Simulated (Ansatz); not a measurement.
**FeAs2 (Lollingite): band gap by G0W0 on HSE06**

How far does one-shot GW move the HSE06 gap of FeAs2 (Lollingite)?

Calculated with Ansatz 0.2.0; HSE06, then G0W0 on it, plane waves, PAW.

**Experimental background.**

- Gap 200 meV: transport activation gap from resistivity above 200 K; electrical resistivity, thermal activation fit; bulk crystal (single crystal grown by chemical vapor transport) (“Highly Dispersive Electron Relaxation and Colossal Thermoelectricity in the Correlated Semiconductor FeSb2”, 2013, arxiv:1309.3048).

Most raw output is cut from this account.

In doubt: masses and optical values from hybrid runs of this build are listed as unsure (step 3), which bears on the screening that GW takes from such a start; one-shot GW on d or f shells is unsure (step 3), so the values of those runs are not to be relied on.

**1. The structure**

Symmetry: Pnnm, No. 58, orthorhombic system. The conventional cell has a = 5.301 Å, b = 5.986 Å, c = 2.882 Å, α = 90.00°, β = 90.00°, γ = 90.00°. Fe has 6 As at 2.36 to 2.39 Å nearest. Nearest to As lie 3 Fe at 2.36 to 2.39 Å and 1 As at 2.49 Å. Farther neighbours are not listed.

The cell and positions come from the Crystallography Open Database and are kept as given unless a step says otherwise.

The logs state that the PAW files were generated under PBE.

**2. The starting point: HSE06**

HSE06 mixes in a quarter of exact exchange at short range.

This step: DFT, HSE06, plane waves, PAW; PAW set soft_1.

input.yaml

```yaml
crystal:
  lattice:
    - [5.3012, 0.0, 0.0]
    - [0.0, 5.9858, 0.0]
    - [0.0, 0.0, 2.8822]
  atoms:
    - { symbol: Fe, position: [0.0, 0.0, 0.0] }
    - { symbol: Fe, position: [0.5, 0.5, 0.5] }
    - { symbol: As, position: [0.1763, 0.3624, 0.0] }
    - { symbol: As, position: [0.8237, 0.6376, 0.0] }
    - { symbol: As, position: [0.6763, 0.1376, 0.5] }
    - { symbol: As, position: [0.3237, 0.8624, 0.5] }
kpoints:
  mp_grid: { grid: [4, 4, 6] }
  band_path:
    path:
      - [0.0, 0.0, 0.0]
      - [0.5, 0.0, 0.0]
      - [0.5, 0.5, 0.0]
      - [0.0, 0.5, 0.0]
      - [0.0, 0.0, 0.5]
      - [0.5, 0.0, 0.5]
      - [0.5, 0.5, 0.5]
      - [0.0, 0.5, 0.5]
      - [0.0, 0.5, 0.2]
      - [0.0, 0.0, 0.25]
      - [0.0, 0.25, 0.25]
    npoints: 1
hamiltonian:
  xc: hse06
  pseudopotentials: { kind: paw, azcp: { folder: soft_1 } }
scf:
  occupations: { method: fixed }
  n_extra_bands: 6
output:
  eigenvalues: true
```

Command:

```sh
> ansatz run input.yaml --threads 4 --pin off --max-ram 138240MiB --backend cuda --events-out ev --progress --plain --runs-dir out --devices 1 --max-vram 26GiB
```

Elapsed: 39 s, on 1 × NVIDIA H100 80GB HBM3 (shared by 3 runs) with 4 threads of AMD EPYC 7R13 (Zen 3), shared host; peak memory 1.8 GiB.

This step gave:

```yaml
gap: 1.336 eV
valence_top_at: R
conduction_bottom_at: k = (0.000, 0.000, 0.250)
least_direct_gap: 1.707 eV
exact_exchange_fraction: 0.25
```

Over mesh and listed points the gap is 1.336 eV, from k = (0.500, 0.500, 0.500) to k = (0.000, 0.000, 0.250). The least direct gap found is 1.707 eV, at k = (0.000, 0.250, 0.250). On the 4×4×6 mesh alone the same run gives 1.514 eV, so that mesh misses an edge of HSE06: 1.514 − 1.336 = +0.178 eV. The program's warnings for this run: metallic iterate.

**3. The quasiparticle correction**

G0W0 replaces the xc potential by a self-energy built once from the orbitals of the start. Levels are corrected in the window of bands that the input names, at points of the mesh.

This step: G0W0 on HSE06, plane waves, PAW.

input.yaml

```yaml
crystal:
  lattice:
    - [5.3012, 0.0, 0.0]
    - [0.0, 5.9858, 0.0]
    - [0.0, 0.0, 2.8822]
  atoms:
    - { symbol: Fe, position: [0.0, 0.0, 0.0] }
    - { symbol: Fe, position: [0.5, 0.5, 0.5] }
    - { symbol: As, position: [0.1763, 0.3624, 0.0] }
    - { symbol: As, position: [0.8237, 0.6376, 0.0] }
    - { symbol: As, position: [0.6763, 0.1376, 0.5] }
    - { symbol: As, position: [0.3237, 0.8624, 0.5] }
kpoints:
  mp_grid: { grid: [4, 4, 6] }
hamiltonian:
  xc: hse06
  pseudopotentials: { kind: paw, source: ansatz }
scf:
  occupations: { method: fixed }
gw:
  n_empty_bands: 543
  ecut_chi: 190.0
  qp_bands: [v2, c2]
  qp_kpoints: band_edges
  screening: { model: contour_deformation }
```

Run time: 5.6 min. Hardware: 1 × NVIDIA H100 80GB HBM3 (shared by 3 runs) with 4 threads; peak memory 5.9 GiB; 9.3 min of CPU time.

Numbers from this step:

```yaml
bands_summed: 589
rpa_eps_infinity_on_this_mesh_eigenvalues: 14.17, 14.77, 14.99
plane_waves_in_the_screening_matrix: 549
q_points_in_the_mesh: 96
g0w0_gap_over_the_corrected_points: 0.9149 eV
k_of_the_valence_top: 0, 0, 0
k_of_the_conduction_bottom: 0, 0, 0.1667
starting_gap_on_the_mesh: 1.521 eV
z_at_the_valence_top: 0.6975
z_at_the_conduction_bottom: 0.7409
least_direct_g0w0_gap_over_the_corrected_points: 0.9729 eV
```

Over all 36 irreducible mesh points the G0W0 gap is 0.915 eV, from k = Γ to k = (0.000, 0.000, 0.167). The HSE06 gap of this run on the mesh is 1.521 eV. Other states bound it: the two that bound the G0W0 gap lie 2.017 eV apart in HSE06, so state for state the correction is 0.915 − 2.017 = −1.102 eV, while gap against gap it is 0.915 − 1.521 = −0.606 eV. The start of this run differs from the step before in files (soft_1 PAW and hard PAW) and plane-wave cutoff (420 eV and 844 eV). The program's warnings for this run: metallic iterate.

Labels follow the order of the start: v1 is the top filled band, c1 the lowest empty one; levels that stay degenerate share a row, the window can cut a multiplet, doubted levels are not marked in this list, bands outside the window were not corrected, and the list may be a part of the corrected levels. Levels before and after the correction, in eV, zero at the valence-band top of each column:

```tsv
	conduction bottom	valence top
HSE06	1.52	0.00
G0W0	0.91	0.00
```

```tsv
	level	occupation	energy (eV)
HSE06	Γ v2	2	-0.764
HSE06	Γ v1	2	-0.435
HSE06	Γ c1	0	2.802
HSE06	Γ c2	0	3.495
HSE06	(0 0 0.167) v2	2	-0.929
HSE06	(0 0 0.167) v1	2	-0.512
HSE06	(0 0 0.167) c1	0	1.582
HSE06	(0 0 0.167) c2	0	2.862
G0W0	Γ v2	2	-0.889
G0W0	Γ v1	2	0.000
G0W0	Γ c1	0	2.418
G0W0	Γ c2	0	2.485
G0W0	(0 0 0.167) v2	2	-1.112
G0W0	(0 0 0.167) v1	2	-0.058
G0W0	(0 0 0.167) c1	0	0.915
G0W0	(0 0 0.167) c2	0	2.446
```

The parts of the quasiparticle energy for the two states that bound the G0W0 gap, in eV on the run's own scale (QP = start + Σx + Σc − Vxc, with Σc at the quasiparticle energy):

```tsv
edge	k	band	start	Σx	Σc	Vxc	Z	QP
valence top	Γ	46	13.451	−32.850	4.205	−29.781	0.698	14.587
conduction bottom	(0.000, 0.000, 0.167)	47	15.468	−17.437	−4.207	−21.678	0.741	15.502
```

For a hybrid start, Vxc holds its share of exact exchange.

**4. Spin-orbit coupling**

This run has two-component orbitals with spin-orbit coupling.

This step: DFT, HSE06 with spin-orbit coupling, plane waves, PAW; PAW set soft_1.

input.yaml

```yaml
crystal:
  lattice:
    - [5.3012, 0.0, 0.0]
    - [0.0, 5.9858, 0.0]
    - [0.0, 0.0, 2.8822]
  atoms:
    - { symbol: Fe, position: [0.0, 0.0, 0.0] }
    - { symbol: Fe, position: [0.5, 0.5, 0.5] }
    - { symbol: As, position: [0.1763, 0.3624, 0.0] }
    - { symbol: As, position: [0.8237, 0.6376, 0.0] }
    - { symbol: As, position: [0.6763, 0.1376, 0.5] }
    - { symbol: As, position: [0.3237, 0.8624, 0.5] }
kpoints:
  mp_grid: { grid: [4, 4, 6] }
  band_path:
    path:
      - [0.0, 0.0, 0.0]
      - [0.5, 0.0, 0.0]
      - [0.5, 0.5, 0.0]
      - [0.0, 0.5, 0.0]
      - [0.0, 0.0, 0.5]
      - [0.5, 0.0, 0.5]
      - [0.5, 0.5, 0.5]
      - [0.0, 0.5, 0.5]
      - [0.0, 0.5, 0.2]
      - [0.0, 0.0, 0.25]
      - [0.0, 0.25, 0.25]
    npoints: 1
hamiltonian:
  xc: hse06
  pseudopotentials: { kind: paw_fr, azcp: { folder: soft_1 } }
scf:
  occupations: { method: fermi_dirac, width: 0.02 }
  n_extra_bands: 12
magnetization:
  noncollinear: true
  spin_orbit: true
output:
  eigenvalues: true
```

It took 4.8 min on 1 × NVIDIA H100 80GB HBM3 (shared by 3 runs) with 4 threads; peak memory 3.9 GiB; 15 min of CPU time.

This step gave:

- gap: 1.344 eV
- valence top at: R
- conduction bottom at: k = (0.000, 0.000, 0.250)
- least direct gap: 1.705 eV
- exact-exchange fraction: 0.25

Over mesh and listed points the gap is 1.344 eV, from k = (0.500, 0.500, 0.500) to k = (0.000, 0.000, 0.250). The least direct gap found is 1.705 eV, at k = (0.000, 0.250, 0.250). On the 4×4×6 mesh alone the same run gives 1.517 eV, so that mesh misses an edge of HSE06+SOC: 1.517 − 1.344 = +0.173 eV. HSE06+SOC against HSE06: 1.344 − 1.336 = +0.008 eV, with the same mesh, set of files (read in its fully relativistic form for the spin-orbit run) and cutoff, and both edges at the same k points. The spin-orbit run sees mesh and listed points alone, so its gap is an upper bound: the coupling can move an edge off these points, and the change over the zone, its sign included where it is small, is not known.

**5. Side by side**

Each gap is the least one over the points named; times are wall times on shared hosts, not benchmarks. A G0W0 time includes the run's own self-consistent start. Runs with listed points see these and the mesh alone, so an edge that moves elsewhere is missed.

```tsv
level	mesh	files, cutoff	bands summed, screening	points	gap (eV)	valence top	conduction bottom	least direct gap (eV)	time
HSE06	4×4×6	soft_1 PAW, 420 eV	-	mesh and listed points	1.336	(0.500, 0.500, 0.500)	(0.000, 0.000, 0.250)	1.707	39 s
HSE06+SOC	4×4×6	soft_1 PAW, 420 eV	-	mesh and listed points	1.344	(0.500, 0.500, 0.500)	(0.000, 0.000, 0.250)	1.705	4.8 min
G0W0@HSE06	4×4×6	hard PAW, 844 eV	589, 190 eV	all 36 irreducible mesh points	0.915	Γ	(0.000, 0.000, 0.167)	0.973	5.6 min
```

Computed less measured, in eV, for the reports listed at the start; nothing is added to the computed values:

```tsv
row	computed (eV)	200 meV (2013)
HSE06, gap	1.336	+1.136
HSE06+SOC, gap	1.344	+1.144
G0W0@HSE06, gap	0.915	+0.715
G0W0@HSE06, least direct gap	0.973	+0.773
```

**6. Results**

```yaml
hse06_gap_over_mesh_and_listed_points: 1.336 eV, from k = (0.500, 0.500, 0.500) to k = (0.000, 0.000, 0.250)
g0w0_hse06_gap_over_all_36_irreducible_mesh_points: 0.915 eV, from k = Γ to k = (0.000, 0.000, 0.167)
hse06_soc_gap_over_mesh_and_listed_points: 1.344 eV
gw_settings: 4×4×6 mesh, 543 empty bands, screening to 190 eV, hard PAW files
known_limits: finite bands, screening cutoff and k mesh; no spin-orbit coupling in G0W0; no spin polarisation
```

What this shows: Over all 36 irreducible mesh points the G0W0 gap is 0.915 eV, from k = Γ to k = (0.000, 0.000, 0.167). The HSE06 gap of this run on the mesh is 1.521 eV. Other states bound it: the two that bound the G0W0 gap lie 2.017 eV apart in HSE06, so state for state the correction is 0.915 − 2.017 = −1.102 eV, while gap against gap it is 0.915 − 1.521 = −0.606 eV. The valence state moves by 14.587 − 13.451 = +1.136 eV and the conduction state by 15.502 − 15.468 = +0.034 eV, on the run's own scale; how far single levels stand from their limit in bands is not shown. Over mesh and listed points, HSE06 puts the conduction bottom at k = (0.000, 0.000, 0.250), where no G0W0 correction was computed. The G0W0 gap over the whole zone is therefore not known from this run; at its settings it can only be equal to or under the 0.915 eV found, and no correction is carried over from another point. For the start itself the gap is 1.336 eV over mesh and listed points and 1.521 eV on the mesh of the G0W0 run, in runs that differ in files (soft_1 PAW and hard PAW) and plane-wave cutoff (420 eV and 844 eV). No second run with other bands and screening cutoff is shown, so the distance to the basis limit is not known. On another start, G0W0@r2SCAN runs of this series (4×4×6 mesh, hard PAW; not shown as steps) give 0.562 eV with 285 bands and 110 eV, 0.547 eV with 589 bands and 190 eV and 0.566 eV with 967 bands and 270 eV. G0W0 on other starts in this series, not shown as steps and not all at these settings: 0.547 eV on r2SCAN (4×4×6, hard PAW, 589 bands, 190 eV) and 1.089 eV on PBE0 (4×4×6, hard PAW, 589 bands, 190 eV). HSE06+SOC against HSE06: 1.344 − 1.336 = +0.008 eV, with the same mesh, set of files (read in its fully relativistic form for the spin-orbit run) and cutoff, and both edges at the same k points. The spin-orbit run sees mesh and listed points alone, so its gap is an upper bound: the coupling can move an edge off these points, and the change over the zone, its sign included where it is small, is not known. What spin-orbit coupling does to the G0W0 levels was not computed, so no sum with the G0W0 gap is formed. Against experiment, G0W0@HSE06 at 0.915 eV lies +0.715 eV from 200 meV (2013). The differences hold parts that these runs do not separate: finite bands, cutoffs and mesh, points of the zone that were not corrected, the start of G0W0, spin-orbit coupling missing from it, static nuclei, no electron-hole attraction, and what each experiment reads as the gap. How much each gives is not known from the steps shown. For the G0W0 step: the program's warnings for this run: metallic iterate. The G0W0 runs are scalar-relativistic. The runs have no spin polarisation, and the cell holds Fe; whether a magnetic state lies lower is not shown here. Where d states form a band edge, one-shot GW is known to depend on its start; the orbital character of the edges was not analysed here. No pair of G0W0 runs that differ in the mesh alone is shown (4×4×6 is a supercell whose nearest images lie 17 Å apart), so the error from the mesh is not known here. G0W0 is shown with one set of atomic data (hard PAW), so the error from the files is not known here.

[Paths, hosts, dates, memory and timing lines, banners, echoed tables and standing remarks are left out of the program output.]

[Logs are printed without paths, hosts, clocks, repeated set-up lines and the standing remarks that a program may print on its own settings, such as how far it seeks lower states.]

[Runs of the session that timed out or met a known fault of the program may be left out.]

[Cells called generated may have been cut or substituted from an entry of the Crystallography Open Database or the Materials Project.]

[Hosts, paths, dates, database ids (printed as entryN), source tags and the programs' standing remarks are cut or masked in the printed files.]

[Where an RPA ε∞ is given, it is that of the G0W0 mesh and is not shown converged in it. Names of k-points follow the symmetry that the program found, which can be lower than the space group named. Band edges on a path are those of the sampled points; other points can move an edge, and change direct to indirect where valleys lie close.]

[Hybrid gaps are those of their k-mesh and are not shown converged in it.]
